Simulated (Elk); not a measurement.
# MnHg: magneto-optical Kerr spectrum

How strongly does MnHg turn reflected light?

Main program and level: Elk 11.2.3 (patched build); LDA (Perdew-Wang); all-electron APW+lo, Dirac cores, scalar-relativistic bands with second-variational spin-orbit coupling.

## (1) The structure

Symmetry: Pm-3m, No. 221, cubic system. Conventional cell: a = 3.315 Å, b = 3.315 Å, c = 3.315 Å, α = 90.00°, β = 90.00°, γ = 90.00°. Mn has 8 Hg at 2.87 Å nearest. Nearest to Hg lie 8 Mn at 2.87 Å. Farther neighbours are not listed.

## (2) Self-consistent run

In a ferromagnet the Kerr effect comes from exchange splitting and spin–orbit coupling together. The parallel order is imposed here; no other order was tried.

In this input [001] lies along z, the axis of the moments and of the light.

The last three numbers of an atom's line are a seed field in its sphere. It points against the wanted moment and shrinks by the factor reducebf each loop.

elk.in reads:

```
tasks
  0
  15

xctype
  3

rgkmax
  7.0

nempty
  14

swidth
  0.005

reducebf
  0.5

epsengy
  1e-05

maxscl
  100

lmaxi
  3

spinpol
  .true.

spinorb
  .true.

cmagz
  .true.

sppath
  './'

avec
  6.26444210313 0.00000000000 0.00000000000
  0.00000000000 6.26444210313 0.00000000000
  0.00000000000 0.00000000000 6.26444210313

atoms
  2
  'Mn.in'
  1
  0.5000000000 0.5000000000 0.5000000000   0.000000 0.000000 -0.262500
  'Hg.in'
  1
  0.0000000000 0.0000000000 0.0000000000   0.000000 0.000000 0.000000

ngridk
  8 8 8
```

The run is started by

```
$ OMP_NUM_THREADS=2 elk
```

Numbers of over 12 decimals in the logs are rounded to 6 here.

The log of the run:

```text
Warning(chksvso): spin-orbit splittings by the second variation are low [figures from our tests cut]: local-orbitals by j (lorbdm 7 and 8, zora) mend levels alone

--- INFO.OUT ---
┌─────────────────────────┐
│ Elk code version 11.2.3 │
└─────────────────────────┘

All units are atomic (Hartree, Bohr, etc.)

┌─────────────────────────────────────────────────┐
│ Ground-state run starting from atomic densities │
└─────────────────────────────────────────────────┘

Lattice vectors :
   6.264442103       0.000000000       0.000000000
   0.000000000       6.264442103       0.000000000
   0.000000000       0.000000000       6.264442103

Species : 1 (Mn)
 parameters loaded from : Mn.in
 name : manganese
 nuclear charge    :   -25.00000000
 electronic charge :    25.00000000
 atomic mass :    100145.9370
 muffin-tin radius :    2.400000000
 number of radial points in muffin-tin :    497
 inner part over the whole radius :   0.9798345621E-02
 number on inner part of muffin-tin    :    350
 approximate nuclear radius :   0.7074591925E-04
 number of mesh points to nuclear radius :    165
 atomic positions (lattice), magnetic fields (Cartesian) :
  1 :   0.00000000  0.00000000  0.00000000    0.00000000  0.00000000 -0.26250000

Species : 2 (Hg)
 parameters loaded from : Hg.in
 name : mercury
 nuclear charge    :   -80.00000000
 electronic charge :    80.00000000
 atomic mass :    365653.2015
 muffin-tin radius :    2.800000000
 number of radial points in muffin-tin :    697
 inner part over the whole radius :   0.9795628681E-02
 number on inner part of muffin-tin    :    500
 approximate nuclear radius :   0.1038385165E-03
 number of mesh points to nuclear radius :    263
 atomic positions (lattice), magnetic fields (Cartesian) :
  1 :   0.50000000  0.50000000  0.50000000    0.00000000  0.00000000  0.00000000

Total number of atoms per unit cell :    2
Total muffin-tin volume :    149.8581584
 ratio of muffin-tin to unit cell volume :   0.6095834841

Spin treatment :
 spin-polarised
 spin-orbit coupling
 global magnetic field (Cartesian) :    0.000000000       0.000000000       0.000000000
 collinear magnetisation in z-direction

Number of Bravais lattice symmetries :   48
Number of crystal symmetries         :    8
Crystal has inversion symmetry
Real symmetric eigensolver will be used

k-point grid :      8     8     8
k-point offset :    0.000000000       0.000000000       0.000000000
k-point set is reduced with full crystal symmetry group
Total number of k-points :       90

Muffin-tin radius times maximum |G+k| :    7.000000000
 using average radius
Maximum |G+k| for APW functions       :    2.692307692
Maximum (1/2)|G+k|²                   :    3.624260355
Maximum |G| for potential and density :    12.00000000
Constant for pseudocharge density :    8
 order of it for each species :   15  15
 order of it for pair densities of each species (exact exchange by exxq0 0: 15) :    8  11
Radial integration step length :    1

G-vector grid sizes :     24    24    24
Number of G-vectors :     7123

Maximum angular momentum used for
 APW functions            :    8
 outer part of muffin-tin :    6
 inner part of muffin-tin :    3

Number of empty states         :     28
Total number of valence states :     90
Total number of core states    :     72

Third-order local-orbitals added for an l without core states : T
Total number of local-orbitals :     40

Exchange-correlation functional :      3     0     0
 Perdew-Wang/Ceperley-Alder, Phys. Rev. B 45, 13244 (1992)
 gradient requirement :    0
 local density approximation (LDA)

Smearing type :    3
 Fermi-Dirac
Smearing width :   0.5000000000E-02
Effective electronic temperature (K) :    1578.875124

Mixing type :    3
 Broyden mixing, J. Phys. A: Math. Gen. 17, L317 (1984)

Kohn-Sham potential initialised from atomic data

┌──────────────────────────────┐
│ Self-consistent loop started │
└──────────────────────────────┘

┌─────────────────┐
│ Loop number : 1 │
└─────────────────┘

Energies :
 Fermi                       :     0.76159859312555E-01
 sum of occupied eigenvalues :     -12789.146765244
 electron kinetic            :      23834.907780681
 core electron kinetic       :      23512.058738438
 Coulomb                     :     -44229.411815578
 Coulomb potential           :     -36087.421947243
 nuclear-nuclear             :     -1846.9129647766
 electron-nuclear            :     -48721.008858876
 Hartree                     :      6338.5100080744
 Madelung                    :     -26185.700841957
 xc potential                :     -536.49369216027
 xc effective B-field        :    -0.154882
 external B-field            :      0.000000
 exchange                    :     -402.49416906737
 correlation                 :     -10.504489568078
 electron entropic           :    -0.66257549492135E-02
 total energy                :     -20807.509319288
 (external B-field energy excluded from total)

Density of states at Fermi energy :    83.34736577
 (states/Hartree/unit cell)

Estimated indirect band gap :   0.4661683974E-03
 from k-point 56 to k-point 83
Estimated direct band gap   :   0.2135038282E-02
 at k-point 83

Charges :
 core                        :    72.00000000
 valence                     :    33.00000000
 interstitial                :    2.159055993
 muffin-tins (core leakage)
  species : 1 (Mn)
   atom 1                    :    24.31227858     ( -0.3595730927E-05)
  species : 2 (Hg)
   atom 1                    :    78.52866542     (  0.7166823907E-04)
 total in muffin-tins        :    102.8409440
 total calculated charge     :    104.9997513
 total charge                :    105.0000000
 error                       :   0.2486701315E-03

Moments :
 interstitial                :   0.3040199660E-01
 muffin-tins
  species : 1 (Mn)
   atom 1                    :    2.991410964
  species : 2 (Hg)
   atom 1                    :   0.9589953596E-03
 total in muffin-tins        :    2.992369960
 total moment                :    3.022771956

[... earlier loops left out ...]

┌──────────────────┐
│ Loop number : 21 │
└──────────────────┘

Energies :
 Fermi                       :     0.246485
 sum of occupied eigenvalues :     -12782.763647369
 electron kinetic            :      23840.716583679
 core electron kinetic       :      23514.220169799
 Coulomb                     :     -44235.272344717
 Coulomb potential           :     -36075.315622158
 nuclear-nuclear             :     -1846.9129647766
 electron-nuclear            :     -48744.555155504
 Hartree                     :      6356.1957755629
 Madelung                    :     -26197.614533638
 xc potential                :     -547.92933001764
 xc effective B-field        :    -0.235279
 external B-field            :      0.000000
 exchange                    :     -402.54549005079
 correlation                 :     -10.492725850383
 electron entropic           :    -0.39368410183951E-02
 total energy                :     -20807.597913781
 (external B-field energy excluded from total)

Density of states at Fermi energy :    48.78161692
 (states/Hartree/unit cell)

Estimated indirect band gap :   0.6814861437E-03
 from k-point 9 to k-point 57
Estimated direct band gap   :   0.3595247817E-02
 at k-point 31

Charges :
 core                        :    72.00000000
 valence                     :    33.00000000
 interstitial                :    2.247661519
 muffin-tins (core leakage)
  species : 1 (Mn)
   atom 1                    :    23.59720240     ( -0.3595730725E-05)
  species : 2 (Hg)
   atom 1                    :    79.15513608     (  0.6384079973E-04)
 total in muffin-tins        :    102.7523385
 total calculated charge     :    104.9997980
 total charge                :    105.0000000
 error                       :   0.2019789461E-03

Moments :
 interstitial                :   0.1252225326
 muffin-tins
  species : 1 (Mn)
   atom 1                    :    3.687860006
  species : 2 (Hg)
   atom 1                    :  -0.3631594443E-01
 total in muffin-tins        :    3.651544062
 total moment                :    3.776766594

┌──────────────────────────────┐
│ Self-consistent loop stopped │
└──────────────────────────────┘

Wrote STATE.OUT
```

Run time: 2.5 min. Hardware: 2 threads of Arm Neoverse V2, shared host; peak memory 0.15 GiB.

Read from the output:

| Item | Value |
| --- | --- |
| density of states at the Fermi level | 1.793 states/eV/cell |
| moment between the spheres | 0.1252 μB |
| magnetization | 3.777 μB |
| final state | ferromagnetic |
| largest moment | 3.688 μB |

After 21 cycles the largest moment stands at 3.69 μB.

Orbital moment <L> in the sphere by atom:

| atom | x (μB) | y (μB) | z (μB) | size |
| --- | --- | --- | --- | --- |
| Mn1 | 0.0000 | 0.0000 | -0.0070 | 0.0070 |
| Hg2 | 0.0000 | 0.0000 | 0.0143 | 0.0143 |

## (3) States and momentum matrix elements on a finer mesh

Optical spectra need more k points than the density, so the states are solved once on a finer mesh in the saved potential.

Changes to elk.in since step 2:

```diff
@@ -1,4 +1,4 @@
 tasks
-  0
-  15
+  1
+  120
 
@@ -23,3 +23,3 @@
 maxscl
-  100
+  1
 
@@ -49,3 +49,3 @@
   1
-  0.5000000000 0.5000000000 0.5000000000   0.000000 0.000000 -0.262500
+  0.5000000000 0.5000000000 0.5000000000   0.000000 0.000000 -0.000262
   'Hg.in'
@@ -55,2 +55,2 @@
 ngridk
-  8 8 8
+  12 12 12
```

The run is started by

```
$ OMP_NUM_THREADS=2 elk
```

The log of the run:

```text
Warning(chksvso): spin-orbit splittings by the second variation are low [figures from our tests cut]: local-orbitals by j (lorbdm 7 and 8, zora) mend levels alone

--- INFO.OUT ---
┌─────────────────────────┐
│ Elk code version 11.2.3 │
└─────────────────────────┘

All units are atomic (Hartree, Bohr, etc.)

┌──────────────────────────────────────────┐
│ Ground-state run resuming from STATE.OUT │
└──────────────────────────────────────────┘

Lattice vectors :
   6.264442103       0.000000000       0.000000000
   0.000000000       6.264442103       0.000000000
   0.000000000       0.000000000       6.264442103

Species : 1 (Mn)
 muffin-tin radius :    2.400000000
 atomic positions (lattice), magnetic fields (Cartesian) :
  1 :   0.00000000  0.00000000  0.00000000    0.00000000  0.00000000  0.00000000

Species : 2 (Hg)
 muffin-tin radius :    2.800000000
 atomic positions (lattice), magnetic fields (Cartesian) :
  1 :   0.50000000  0.50000000  0.50000000    0.00000000  0.00000000  0.00000000

Total number of atoms per unit cell :    2
Total muffin-tin volume :    149.8581584
 ratio of muffin-tin to unit cell volume :   0.6095834841

Spin treatment :
 spin-polarised
 spin-orbit coupling
 global magnetic field (Cartesian) :    0.000000000       0.000000000       0.000000000
 collinear magnetisation in z-direction

Number of Bravais lattice symmetries :   48
Number of crystal symmetries         :    8
Crystal has inversion symmetry
Real symmetric eigensolver will be used

k-point grid :     12    12    12
k-point offset :    0.000000000       0.000000000       0.000000000
k-point set is reduced with full crystal symmetry group
Total number of k-points :      266

Muffin-tin radius times maximum |G+k| :    7.000000000
[...]
Reached self-consistent loops maximum

Energies :
 Fermi                       :     0.246706
 sum of occupied eigenvalues :     -12782.763409811
 electron kinetic            :      23840.717294314
 core electron kinetic       :      23514.220356291
 Coulomb                     :     -44235.272240841
 Coulomb potential           :     -36075.341733764
 nuclear-nuclear             :     -1846.9129647766
 electron-nuclear            :     -48744.548847046
 Hartree                     :      6356.1895709816
 Madelung                    :     -26197.601373959
 xc potential                :     -547.90392882466
 xc effective B-field        :    -0.234807
 external B-field            :      0.000000
 exchange                    :     -402.54535163153
 correlation                 :     -10.492775339375
 electron entropic           :    -0.39010127073578E-02
 total energy                :     -20807.596974511
 (external B-field energy excluded from total)

Density of states at Fermi energy :    48.36903720
 (states/Hartree/unit cell)

Estimated indirect band gap :   0.2075822350E-03
 from k-point 135 to k-point 91
Estimated direct band gap   :   0.4719022162E-02
 at k-point 169

Charges :
 core                        :    72.00000000
 valence                     :    33.00000000
 interstitial                :    2.248187809
 muffin-tins (core leakage)
  species : 1 (Mn)
   atom 1                    :    23.59769821     ( -0.3595730954E-05)
  species : 2 (Hg)
   atom 1                    :    79.15411398     (  0.6384079867E-04)
 total in muffin-tins        :    102.7518122
 total calculated charge     :    104.9998064
 total charge                :    105.0000000
 error                       :   0.1936381446E-03

Moments :
 interstitial                :   0.1239323485
 muffin-tins
  species : 1 (Mn)
   atom 1                    :    3.683955143
  species : 2 (Hg)
   atom 1                    :  -0.3811962560E-01
 total in muffin-tins        :    3.645835518
 total moment                :    3.769767866

┌──────────────────────────────┐
│ Self-consistent loop stopped │
└──────────────────────────────┘
```

Elapsed: 61 s, on 2 threads; peak memory 0.24 GiB.

Read from the output:

* magnetization: 3.770 μB
* largest moment: 3.684 μB

## (4) Optics with a broadening of 0.11 eV

The broadening stands for the lifetime of the excited states; it lowers and widens the peaks.

Changes to elk.in since step 3:

```diff
@@ -1,4 +1,4 @@
 tasks
-  1
-  120
+  121
+  122
 
@@ -14,3 +14,3 @@
 swidth
-  0.005
+  0.004
 
@@ -23,3 +23,3 @@
 maxscl
-  1
+  100
 
@@ -35,2 +35,5 @@
 cmagz
+  .true.
+
+intraband
   .true.
@@ -56 +59,10 @@
   12 12 12
+
+wplot
+  240 100 0
+  0.00000 0.30000
+
+optcomp
+  1 1
+  1 2
+  3 3
```

The run is started by

```
$ OMP_NUM_THREADS=2 elk
```

The log of the run:

```text
┌─────────────────────────────────┐
│ Elk code version 11.2.3 started │
└─────────────────────────────────┘

┌────────────────────┐
│ Current task : 121 │
└────────────────────┘

Info(findsymcrys): atomic basis shift (lattice) :
  0.5000000000      0.5000000000      0.5000000000
See GEOMETRY.OUT for new atomic positions

Info(dielectric):
 dielectric tensor written to EPSILON_ij.OUT
 optical conductivity written to SIGMA_ij.OUT
 plasma frequency written to PLASMA_ij.OUT
 for components
  i = 1, j = 1
  i = 1, j = 2
  i = 3, j = 3

┌────────────────────┐
│ Current task : 122 │
└────────────────────┘

Warning(chksvso): spin-orbit splittings by the second variation are low [figures from our tests cut]: local-orbitals by j (lorbdm 7 and 8, zora) mend levels alone

Info(dielectric):
 dielectric tensor written to EPSILON_ij.OUT
 optical conductivity written to SIGMA_ij.OUT
 plasma frequency written to PLASMA_ij.OUT
 for components
  i = 1, j = 1
  i = 1, j = 2

Info(moke):
 complex Kerr angle in degrees written to KERR.OUT

┌──────────────────┐
│ Elk code stopped │
└──────────────────┘
```

Wall time 59 s (2 threads); peak memory 0.05 GiB.

Intraband term included. Table of polar Kerr angle by photon energy; values in degrees:

| photon energy (eV) | rotation | ellipticity |
| --- | --- | --- |
| 0.00 | 0 | 0 |
| 0.25 | -0.00803 | -0.0241 |
| 0.50 | -0.00730 | -0.0474 |
| 0.75 | -0.0187 | -0.0333 |
| 1.00 | 0.151 | -0.256 |
| 1.25 | 0.121 | 0.118 |
| 1.50 | -0.199 | -0.664 |
| 1.75 | 0.709 | -0.0305 |
| 2.00 | 0.506 | -0.128 |
| 2.25 | 0.680 | 0.0367 |
| 2.50 | 0.463 | 0.863 |
| 2.75 | -0.402 | 0.652 |
| 3.00 | 0.236 | 0.117 |
| 3.25 | -0.403 | 0.508 |
| 3.50 | -0.132 | -0.358 |
| 3.75 | 0.729 | 0.0760 |
| 4.00 | -0.118 | 0.351 |
| 4.25 | 0.269 | 0.179 |
| 4.50 | -0.108 | 0.762 |
| 4.75 | -0.404 | 0.497 |
| 5.00 | -0.495 | 0.141 |
| 5.25 | 0.198 | 0.583 |
| 5.50 | -1.31 | 0.324 |
| 5.75 | -0.147 | -0.464 |
| 6.00 | -0.140 | -5.2e-4 |
| 6.25 | -0.522 | -0.326 |
| 6.50 | 0.453 | -0.468 |
| 6.75 | 0.338 | 1.09 |
| 7.00 | -0.762 | 0.356 |
| 7.25 | -0.704 | 0.454 |
| 7.50 | -1.09 | 0.384 |
| 7.75 | -1.82 | -0.615 |
| 8.00 | -0.735 | -1.65 |

Intraband term included. Optical conductivity against photon energy:

| photon energy (eV) | Re sigma xx (S/cm) | Im sigma xx (S/cm) | Re sigma xy (S/cm) | Im sigma xy (S/cm) | Re sigma zz (S/cm) | Im sigma zz (S/cm) |
| --- | --- | --- | --- | --- | --- | --- |
| 0.0 | 37865 | 0 | -73.8 | 0 | 35444 | 0 |
| 0.5 | 5156 | 7409 | -76.4 | -42.2 | 5345 | 7100 |
| 1.0 | 2596 | 3941 | -49.4 | -135 | 2598 | 3937 |
| 1.5 | 2748 | 1272 | -126 | 62.1 | 2738 | 1120 |
| 2.0 | 3560 | 1218 | -68.8 | -106 | 3450 | 1133 |
| 2.5 | 3659 | -71.1 | 45.0 | -202 | 3473 | -103 |
| 3.0 | 4634 | -296 | -32.8 | -65.3 | 4767 | -422 |
| 3.5 | 6063 | -690 | -33.1 | 143 | 6052 | -682 |
| 4.0 | 7660 | 949 | 179 | -57.8 | 7761 | 954 |
| 4.5 | 5721 | 5344 | 332 | 160 | 5904 | 5444 |
| 5.0 | 3967 | 4160 | -15.3 | 144 | 3817 | 4216 |
| 5.5 | 3639 | 2759 | 31.5 | 253 | 3609 | 2783 |
| 6.0 | 3678 | 2959 | -4.21 | 26.2 | 3644 | 2962 |
| 6.5 | 3875 | 3027 | -77.9 | -98.5 | 3962 | 3165 |
| 7.0 | 3316 | 3322 | 17.9 | 142 | 3279 | 3337 |
| 7.5 | 2886 | 3183 | -5.74 | 165 | 2897 | 3182 |
| 8.0 | 2613 | 3183 | -230 | -4.37 | 2575 | 3204 |

## (5) Optics with a broadening of 0.20 eV

The broadening stands for the lifetime of the excited states; it lowers and widens the peaks.

Changes to elk.in since step 4:

```diff
@@ -14,3 +14,3 @@
 swidth
-  0.004
+  0.0075
```

The run is started by

```
$ OMP_NUM_THREADS=2 elk
```

The log of the run:

```text
┌─────────────────────────────────┐
│ Elk code version 11.2.3 started │
└─────────────────────────────────┘

┌────────────────────┐
│ Current task : 121 │
└────────────────────┘

Info(findsymcrys): atomic basis shift (lattice) :
  0.5000000000      0.5000000000      0.5000000000
See GEOMETRY.OUT for new atomic positions

Info(dielectric):
 dielectric tensor written to EPSILON_ij.OUT
 optical conductivity written to SIGMA_ij.OUT
 plasma frequency written to PLASMA_ij.OUT
 for components
  i = 1, j = 1
  i = 1, j = 2
  i = 3, j = 3

┌────────────────────┐
│ Current task : 122 │
└────────────────────┘

Warning(chksvso): spin-orbit splittings by the second variation are low [figures from our tests cut]: local-orbitals by j (lorbdm 7 and 8, zora) mend levels alone

Info(dielectric):
 dielectric tensor written to EPSILON_ij.OUT
 optical conductivity written to SIGMA_ij.OUT
 plasma frequency written to PLASMA_ij.OUT
 for components
  i = 1, j = 1
  i = 1, j = 2

Info(moke):
 complex Kerr angle in degrees written to KERR.OUT

┌──────────────────┐
│ Elk code stopped │
└──────────────────┘
```

Wall time 59 s (2 threads); peak memory 0.05 GiB; 2 min of CPU time.

Intraband term included. The polar Kerr angle by photon energy; values in degrees:

| photon energy (eV) | rotation | ellipticity |
| --- | --- | --- |
| 0.0 | 0 | 0 |
| 0.2 | 5.8e-5 | -0.0167 |
| 0.4 | 4.4e-4 | -0.0377 |
| 0.6 | 0.00164 | -0.0652 |
| 0.8 | -0.00596 | -0.109 |
| 1.0 | 0.0974 | -0.172 |
| 1.2 | 0.131 | -0.0599 |
| 1.4 | -0.0268 | -0.172 |
| 1.6 | 0.297 | -0.404 |
| 1.8 | 0.466 | -0.104 |
| 2.0 | 0.471 | -0.0436 |
| 2.2 | 0.559 | 0.0983 |
| 2.4 | 0.585 | 0.418 |
| 2.6 | 0.227 | 0.628 |
| 2.8 | -0.101 | 0.406 |
| 3.0 | 0.0567 | 0.257 |
| 3.2 | -0.104 | 0.376 |
| 3.4 | -0.202 | 0.0453 |
| 3.6 | 0.152 | -0.0819 |
| 3.8 | 0.331 | 0.272 |
| 4.0 | 0.0471 | 0.339 |
| 4.2 | 0.119 | 0.265 |
| 4.4 | 0.117 | 0.495 |
| 4.6 | -0.145 | 0.517 |
| 4.8 | -0.287 | 0.393 |
| 5.0 | -0.291 | 0.226 |
| 5.2 | -0.0969 | 0.329 |
| 5.4 | -0.525 | 0.524 |
| 5.6 | -0.673 | -0.0810 |
| 5.8 | -0.256 | -0.156 |
| 6.0 | -0.232 | -0.0210 |
| 6.2 | -0.326 | -0.127 |
| 6.4 | -0.0115 | -0.310 |
| 6.6 | 0.351 | 0.110 |
| 6.8 | -0.0895 | 0.644 |
| 7.0 | -0.528 | 0.392 |
| 7.2 | -0.591 | 0.294 |
| 7.4 | -0.815 | 0.202 |
| 7.6 | -1.15 | -0.0847 |
| 7.8 | -1.21 | -0.797 |
| 8.0 | -0.626 | -1.26 |

## (6) The strongest peak

The largest local extreme of the rotation above 0.5 eV, for majority spin along +z:

| broadening (eV) | energy (eV) | rotation (°) | ellipticity (°) | rotation at 1.96 eV (°) |
| --- | --- | --- | --- | --- |
| 0.11 | 7.76 | -1.827 | -0.656 | 0.435 |
| 0.20 | 7.72 | -1.271 | -0.477 | 0.451 |

## (7) Summary of results

| Property | Result |
| --- | --- |
| net spin moment | 3.78 μB a cell |
| strongest peak above 0.5 eV | -1.8° at 7.8 eV |
| rotation at 1.96 eV | 0.44° |

What this shows: Above 0.5 eV the rotation peaks at 7.76 eV, with -1.8° for majority spin along +z at a broadening of 0.11 eV. The run's majority spin points along +z; the magnetisation points the other way, and the angle changes sign with it. The intraband term is included. These are independent-particle spectra on a 12×12×12 mesh, not shown converged.

[Logs and program files are shortened in this print: banners, set-up blocks, solver, clock and traceback lines can be left out without a mark of their own.]

[Logs are printed without paths, hosts, clocks, repeated set-up lines and the standing remarks that a program may print on its own settings, such as how far it seeks lower states.]

[Hosts, paths, dates, database ids (printed as entryN), source tags and the programs' standing remarks are cut or masked in the printed files.]

[Where a cell is said to come from a database of computed structures, the database is the Materials Project.]
